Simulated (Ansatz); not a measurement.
## YVO4 (I4_1/amd): the HSE06 gap against the k mesh of the hybrid

Aim: see how gap, energy and time of YVO4 (I4_1/amd) follow the k mesh of the hybrid.

Calculated with Ansatz 0.2.0; DFT, HSE06, plane waves, PAW.

### 1. Starting point

The structure is tetragonal, space group I4_1/amd (No. 141). Conventional cell: a = 7.118 Å, b = 7.118 Å, c = 6.289 Å, α = 90.00°, β = 90.00°, γ = 90.00°. Y has 8 O at 2.30 to 2.43 Å nearest. V has 4 O at 1.71 Å nearest. Nearest to O lie 1 V at 1.71 Å and 2 Y at 2.30 to 2.43 Å. Farther neighbours, and contacts between anions beyond the nearest, are not listed.

Coordinates:

```cif
data_structure
_symmetry_space_group_name_H-M 'I4_1/amd:1'
_symmetry_Int_Tables_number 141
_cell_length_a 7.1183
_cell_length_b 7.1183
_cell_length_c 6.2893
_cell_angle_alpha 90.000
_cell_angle_beta 90.000
_cell_angle_gamma 90.000
_cell_volume 318.68
loop_
_atom_site_label
_atom_site_type_symbol
_atom_site_symmetry_multiplicity
_atom_site_Wyckoff_symbol
_atom_site_fract_x
_atom_site_fract_y
_atom_site_fract_z
_atom_site_occupancy
Y1 Y 4 a 0.00000 0.50000 0.25000 1
V1 V 4 b 0.00000 0.00000 0.50000 1
O1 O 16 h 0.00000 0.18420 0.32580 1
```

The cell and positions come from the Crystallography Open Database and are kept as given unless a step says otherwise. The default PAW set here is soft_2. Its files were made with PBE.

### 2. k mesh of the hybrid: 2×2×2

input.yaml

```yaml
crystal:
  lattice:
    - [-3.55915, 3.55915, 3.14465]
    - [3.55915, -3.55915, 3.14465]
    - [3.55915, 3.55915, -3.14465]
  atoms:
    - { symbol: "Y", position: [0.75, 0.25, 0.5] }
    - { symbol: "Y", position: [0.0, 0.0, 0.0] }
    - { symbol: V, position: [0.5, 0.5, 0.0] }
    - { symbol: V, position: [0.25, 0.75, 0.5] }
    - { symbol: O, position: [0.51, 0.3258, 0.1842] }
    - { symbol: O, position: [0.0758, 0.3916, 0.3158] }
    - { symbol: O, position: [0.1416, 0.3258, 0.8158] }
    - { symbol: O, position: [0.0758, 0.76, 0.6842] }
    - { symbol: O, position: [0.24, 0.9242, 0.3158] }
    - { symbol: O, position: [0.6742, 0.49, 0.8158] }
    - { symbol: O, position: [0.6084, 0.9242, 0.6842] }
    - { symbol: O, position: [0.6742, 0.8584, 0.1842] }
kpoints:
  mp_grid: { grid: [2, 2, 2] }
  band_path:
    path:
      - [0.0, 0.0, 0.0]
      - [0.0, 0.0, 0.5]
      - [-0.5, 0.5, 0.5]
      - [0.44516056, 0.44516056, -0.44516056]
      - [-0.44516056, 0.55483944, 0.44516056]
      - [0.25, 0.25, 0.25]
      - [0.0, 0.5, 0.0]
      - [0.044516056, 0.044516056, -0.044516056]
    npoints: 1
hamiltonian:
  xc: hse06
scf:
  occupations: { method: fixed }
  n_extra_bands: 8
output:
  eigenvalues: true
```

On the command line:

```console
> ansatz run input.yaml --threads 3 --pin off --max-ram 92160MiB --backend cuda --events-out ev --progress --plain --runs-dir out --devices 1 --max-vram 13GiB
```

What it wrote:

```text
scf.n_extra_bands = 8 over 48 filled bands (N_el = 96.0): the run solves 56 bands
exact exchange: scf.exx.singularity resolves to wigner_seitz, which cuts the screened interaction at the faces of the exchange supercell's Wigner-Seitz cell, so that each pair interacts once, at the shortest of its separations (the periodic images that this leaves out come, for a point-like exchange hole, to about 0.001 eV on a filled level). The cut falls within the interaction's reach, and what an exchange supercel [...]
GPUs: using 1 of 1 available (devices: 1).
Engine: ansatz 0.2.0, x86_64-unknown-linux-gnu
Pseudopotentials: kind: paw
Pseudopotential: Y, paw, valence charge 11, recommended cutoff 420 eV (normal), Y.paw.azcp
Pseudopotential: V, paw, valence charge 13, recommended cutoff 420 eV (normal), V.paw.azcp
Pseudopotential: O, paw, valence charge 6, recommended cutoff 420 eV (normal), O.paw.azcp
Functional definition: HSE06
  parameter a = 0.25
  parameter omega = 0.11/bohr
  exchange = pbe_x - a*pbe_x_sr(omega) + a*exact_x_sr(omega)
  correlation = pbe_c
davidson cushion auto → on  (no smearing: the cushion is to keep the highest requested band from converging to the state above it; pin scf.eigensolver.cushion to override)
concurrent solve slots: 2 of 3 are kept, ahead of what memory takes: no pass of the eigensolver takes more rounds on 2
device memory: the entry about to start is reckoned to put 2.0 GiB on a device that reports 58.4 GiB free (of which the cap on the GPU budget leaves the run 13.0 GiB)
GPU FFT provider: cuFFT
GPU libraries: cuBLAS 13.8.2, cuFFT 12.4.0, cuSOLVER 12.3.4
Crystal: 12 atoms, lattice volume = 159.340 Å³
Basis set: ecut = 420 eV, 3111 PW (Γ)
Bands: 56, of which v1, the nominal top of the filled ones, is band 48 counted from 1 (47 counted from 0)
Symmetry: 16 space group operations
Space group: I41/amd (ITA 141), of the structure as read, at distance tolerance 5.4e-5 Å
k-points: 4 of 8
Non-local potential: Y, projectors of the file, l = 0: 3, l = 1: 2, l = 2: 2, l = 3: 1
Non-local potential: V, projectors of the file, l = 0: 3, l = 1: 2, l = 2: 3, l = 3: 1
Non-local potential: O, projectors of the file, l = 0: 2, l = 1: 2, l = 2: 1
PAW form: soft (Blöchl's): semilocal exchange-correlation on the pseudo side does not see the compensation charge
PAW frozen core: Y, regenerated for the run's functional, and the local potential with it (the file was generated under x = pbe(κ = 0.804, μ = 0.219515), c = pbe(β = 0.066725))
PAW frozen core: V, regenerated for the run's functional, and the local potential with it (the file was generated under x = pbe(κ = 0.804, μ = 0.219515), c = pbe(β = 0.066725))
PAW frozen core: O, regenerated for the run's functional, and the local potential with it (the file was generated under x = pbe(κ = 0.804, μ = 0.219515), c = pbe(β = 0.066725))
PAW one-centre angular grid: Y, 590 points (default); XC on 64 Gauss nodes
PAW one-centre angular grid: V, 590 points (default); XC on 64 Gauss nodes
PAW one-centre angular grid: O, 110 points (default); XC on 96 Gauss nodes
Initial density: superposition of atomic densities (neutral atoms: chi_scale 0, normalization atom), corrected by the library's trained network
Initial wavefunctions: pseudopotential atomic-orbital guess
GPU buffer pool allocated for 64000 grid points (all kernels)
GPU transforms: local potential and band sums: pruned to the plane-wave sphere, on 40×40×40
Functional: x = pbe(κ = 0.804, μ = 0.219515), c = pbe(β = 0.066725), warm-up for x = pbe(κ = 0.804, μ = 0.219515) + 0.25 (exact − pbe) at short range (hse, ω = 0.207870 Å⁻¹), c = pbe(β = 0.066725); HSE06 as pw.x's `hse` composes it (authors' and Libxc's form: `xc: wpbeh`)
SCF iter   1: F=—  HF=-18078.434825 eV  |F-HF|=—  |Δ(HF+E_count)|=         —  Δρ=2.68e-3  dr2=1.09e-2  ethr=1.77e-3  ⟨swp⟩=5.5  Hψ=994  notcnv=0
preconditioner: auto → none  [insulator: Δε(μ)=2.987 eV  Ē_g=12.210 eV  n_scr=46 (ndim 8)  ℏωp=25.6 eV  f_vac=0.072]
[...]
SCF iter   5: F=—  HF=-18079.193134 eV  |F-HF|=—  |Δ(HF+E_count)|=   2.61e-3  Δρ=2.06e-3  dr2=6.97e-3  ethr=4.42e-6  ⟨swp⟩=3.8  Hψ=659  notcnv=0
SCF iter   6: F=—  HF=-18079.191935 eV  |F-HF|=—  |Δ(HF+E_count)|=   1.20e-3  Δρ=4.50e-4  dr2=2.52e-4  ethr=4.42e-6  ⟨swp⟩=3.5  Hψ=532  notcnv=0
SCF iter   7: F=-18079.191884 eV  HF=-18079.191905 eV  |F-HF|=2.05e-5  |Δ(HF+E_count)|=   3.00e-5  Δρ=1.05e-4  dr2=5.46e-5  ethr=2.29e-7  ⟨swp⟩=4.5  Hψ=635  notcnv=0
SCF 2 stopped early in 7 iterations: F = -18079.191884 eV  dr2 = 5.46e-5
hybrid outer 1: dexx = +7.372e-2 eV, tail = 2.96e-4 eV
GPU FFT provider: cuFFT
GPU libraries: cuBLAS 13.8.2, cuFFT 12.4.0, cuSOLVER 12.3.4
GPU buffer pool allocated for 64000 grid points (all kernels)
GPU transforms: local potential and band sums: pruned to the plane-wave sphere, on 40×40×40
Exchange kernel: α = 0.2500, screened, ω = 0.2079 Å⁻¹, Wigner–Seitz truncation, v(0) = 954.3455 eV·Å³, q-mesh 2×2×2, nearest image of the exchange supercell L = 11.87 Å, pair-density grid 32×32×32, without the augmentation charges, whose exchange is taken in its separable form by FFT convolution over the k-point mesh (sized by the pseudopotential files, 32×36×36 at the most), smooth part of the exact exchange by density-matrix convolution in up to 940.2 MiB of GPU memory as planned if the GPU has room (build and FFT work areas not counted)
Frozen-core exchange: fock
SCF iter   1: F=—  HF=-18079.191303 eV  |F-HF|=—  |Δ(HF+E_count)|=         —  Δρ=2.36e-4  dr2=6.35e-5  ethr=1.54e-6  ⟨swp⟩=3.0  Hψ=536  notcnv=0
preconditioner: auto → none  [insulator: Δε(μ)=4.470 eV  Ē_g=14.357 eV  n_scr=46 (ndim 8)  ℏωp=25.6 eV  f_vac=0.079]
SCF iter   2: F=—  HF=-18079.191293 eV  |F-HF|=—  |Δ(HF+E_count)|=   1.05e-5  Δρ=1.48e-4  dr2=4.69e-5  ethr=6.40e-8  ⟨swp⟩=4.0  Hψ=669  notcnv=0
iter 3 solved again at ethr=2.53e-9 eV; its pass at ethr=4.67e-8 eV (dr2=2.43e-6 eV) is discarded
SCF iter   3: F=—  HF=-18079.191285 eV  |F-HF|=—  |Δ(HF+E_count)|=   8.19e-6  Δρ=4.33e-5  dr2=3.65e-6  ethr=2.53e-9  ⟨swp⟩=3.2  Hψ=1065  notcnv=0
SCF iter   4: F=—  HF=-18079.191295 eV  |F-HF|=—  |Δ(HF+E_count)|=   1.03e-5  Δρ=5.29e-5  dr2=4.54e-6  ethr=2.53e-9  ⟨swp⟩=4.5  Hψ=697  notcnv=0
SCF iter   5: F=—  HF=-18079.191294 eV  |F-HF|=—  |Δ(HF+E_count)|=   8.83e-7  Δρ=8.58e-6  dr2=2.32e-7  ethr=2.53e-9  ⟨swp⟩=3.0  Hψ=563  notcnv=0
SCF iter   6: F=—  HF=-18079.191295 eV  |F-HF|=—  |Δ(HF+E_count)|=   6.84e-7  Δρ=2.03e-5  dr2=7.95e-7  ethr=1.27e-10  ⟨swp⟩=4.8  Hψ=652  notcnv=0
SCF iter   7: F=-18079.191295 eV  HF=-18079.191295 eV  |F-HF|=1.08e-8  |Δ(HF+E_count)|=   1.32e-7  Δρ=2.37e-6  dr2=1.46e-8  ethr=1.27e-10  ⟨swp⟩=4.0  Hψ=634  notcnv=0
SCF 3 converged in 7 iterations: F = -18079.191295 eV  dr2 = 1.46e-8
hybrid outer 2: dexx = +1.233e-5 eV, tail = 1.37e-7 eV, Δε = 4.14e-3 eV (about 9.59e-5 eV left of the loop's levels)
device memory: the entry about to start is reckoned to put 1.1 GiB on a device that reports 47.3 GiB free (of which the cap on the GPU budget leaves the run 13.0 GiB)
NSCF: frozen V_eff on 8 k-points
hybrid SCF converged: 2 outer / 14 inner (+3 warm-up), last move |dexx| = 1.23e-5 eV, tail = 1.37e-7 eV
Stability not checked: this state was not tested for a lower state beside it, because the functional holds exact exchange (a hybrid, or Hartree-Fock), whose exchange loop this test does not read (fock_operator; see scf.lower_state_search)
Free energy (F): -18079.191294 eV
Frozen-core exchange: fock
Harris-Foulkes:  -18079.191294 eV  (|F-HF|=1.08e-8)
Internal energy: -18079.191294 eV  (E = F + TS)
E sigma→0 (E₀):  -18079.191294 eV
Fermi energy:    5.219213 eV
--- Per-component energies (eV) ---
  E_band       = -1063.734943
  E_kinetic    = 2692.805438
  E_local      = -7269.227214  (includes V_loc(G=0)·N_el)
  E_nonlocal   = 364.113333
  E_hartree    = 2803.052506
  E_xc         = -962.270289
  E_vxc        = -1181.002464  (∫ρ·V_xc dr)
  E_exx        = -301.931197  (= α·E_x^exact, valence–valence)
  E_paw        = -9070.827481  (= ΣΔE_a)
  E_vpaw       = -672.682472  (= ΣTr[D̂ρ^β])
  E_aug_tail   = 0.020099  (compensation charges beyond the density's cutoff)
  E_ewald      = -6333.590677
  E_core_change = -1.335812  (= ΣΔE_core)
  E_smearing   = -0.000000  (= −TS)
  E_closure    = -0.000000  (closes the sum)
  Σ components = -18079.191294   (vs F -18079.191294, Δ=0.00e0)
--- Band table (eV) ---
  k-point 0: bands = [... 44 lower, 4.7872, 4.8118, 4.8118, 5.2192, 9.6918, 10.5159, 10.7268, 10.7291, ... 4 higher]
  k-point 1: bands = [... 44 lower, 4.3970, 4.3970, 4.8317, 4.8317, 10.4613, 10.4613, 10.6152, 10.6152, ... 4 higher]
  k-point 2: bands = [... 44 lower, 4.3327, 4.4269, 5.0545, 5.0729, 10.4919, 10.6229, 10.6256, 10.6479, ... 4 higher]
  k-point 3: bands = [... 44 lower, 4.3680, 4.3680, 4.6265, 4.6265, 10.5411, 10.5411, 10.7911, 10.7911, ... 4 higher]
```

Elapsed: 12 s, on 1 × NVIDIA H100 80GB HBM3 (shared by 6 runs) with 3 threads of AMD EPYC 7R13 (Zen 3), shared host; peak memory 1.2 GiB.

Numbers from this step:

- gap: 4.472 eV
- valence top at: k = (0.045, 0.045, -0.045)
- conduction bottom at: Γ
- least direct gap: 4.473 eV
- exact-exchange fraction: 0.25

The gap is indirect, with the least direct gap 0.001 eV higher.

### 3. k mesh of the hybrid: 4×4×4

Changes to input.yaml since step 2:

```diff
@@ -19,3 +19,3 @@
 kpoints:
-  mp_grid: { grid: [2, 2, 2] }
+  mp_grid: { grid: [4, 4, 4] }
   band_path:
```

What it wrote:

```text
[...]
GPUs: using 1 of 1 available (devices: 1).
[...]
GPU FFT provider: cuFFT
GPU libraries: cuBLAS 13.8.2, cuFFT 12.4.0, cuSOLVER 12.3.4
Crystal: 12 atoms, lattice volume = 159.340 Å³
Basis set: ecut = 420 eV, 3111 PW (Γ)
Bands: 56, of which v1, the nominal top of the filled ones, is band 48 counted from 1 (47 counted from 0)
[... 1 set-up line as in the run before ...]
[...]
k-points: 13 of 64
[...]
Fermi energy:    5.219797 eV
[...]
--- Band table (eV; the first three rows and the last of 13) ---
  k-point 0: bands = [... 44 lower, 4.7874, 4.8122, 4.8122, 5.2198, 9.6898, 10.5154, 10.7260, 10.7284, ... 4 higher]
  k-point 1: bands = [... 44 lower, 4.6198, 4.6765, 4.8144, 5.0800, 9.9571, 10.5135, 10.6187, 10.8052, ... 4 higher]
  k-point 2: bands = [... 44 lower, 4.3964, 4.3964, 4.8314, 4.8314, 10.4604, 10.4604, 10.6151, 10.6151, ... 4 higher]
  k-point 12: bands = [... 44 lower, 4.3666, 4.3666, 4.6259, 4.6259, 10.5402, 10.5402, 10.7919, 10.7919, ... 4 higher]
[key lines of the parts left out:]
Free energy (F): -18079.197147 eV
```

Run time: 53 s. Hardware: 1 × NVIDIA H100 80GB HBM3 (shared by 6 runs) with 3 threads; peak memory 1.7 GiB; 87 s of CPU time.

This step gave:

```yaml
gap: 4.470 eV
valence_top_at: k = (0.045, 0.045, -0.045)
conduction_bottom_at: Γ
least_direct_gap: 4.470 eV
```

The gap is 4.470 eV, −0.002 eV from the run before at this level.

### 4. The series

Differences are against the last row; a negative gap means that bands overlap, and a run with a band path holds that path's time. Times are wall times on 1 × NVIDIA H100 80GB HBM3 (shared by 6 runs) with 3 threads of AMD EPYC 7R13 (Zen 3), shared host, good to a factor of about two.

| k mesh of the hybrid | gap (eV) | direct gap (eV) | gap error (eV) | energy error (meV/atom) | irreducible k | time |
| --- | --- | --- | --- | --- | --- | --- |
| 2×2×2 | 4.472 | 4.473 | +0.002 | +0.5 | 4 | 12 s |
| 4×4×4 | 4.470 | 4.470 | +0.000 | +0.0 | 13 | 53 s |

### 5. Results

```yaml
2x2x2: 4.472 eV
4x4x4: 4.470 eV
```

The gap holds to 0.02 eV from 2×2×2 on, the cheapest setting tried. At 2×2×2 the gap is off by +0.002 eV and the energy by +0 meV/atom. The gap is read over the mesh and added points near the edges, so meshes differ mainly through the density and, for a hybrid, the exchange operator. The runs have no spin polarisation. For a closed low-spin shell that is the natural state; where a d or f shell is open it is a constraint, and the gap is then not the crystal's own.

[Long decimals in the printed logs are rounded to 6 places.]

[Logs are printed without paths, hosts, clocks, repeated set-up lines and the standing remarks that a program may print on its own settings, such as how far it seeks lower states.]

[Paths, hosts, dates, memory and timing lines, banners, echoed tables and standing remarks are left out of the program output; an Ansatz launch command may be rebuilt from the run's recorded settings. Measured values are a selection of at most five: reports struck by readers or far from the other reports are left out. None is set beside runs whose start may be inverted or whose files or cutoffs have a known fault.]

[Runs of the session that timed out or met a known fault of the program may be left out.]

[Cells called generated may have been cut or substituted from an entry of the Crystallography Open Database or the Materials Project.]

[Hosts, paths, dates, database ids (printed as entryN), source tags and the programs' standing remarks are cut or masked in the printed files.]

[Where the starting crystal was built by hand or by swapping elements, it need not be the compound's stable phase.]
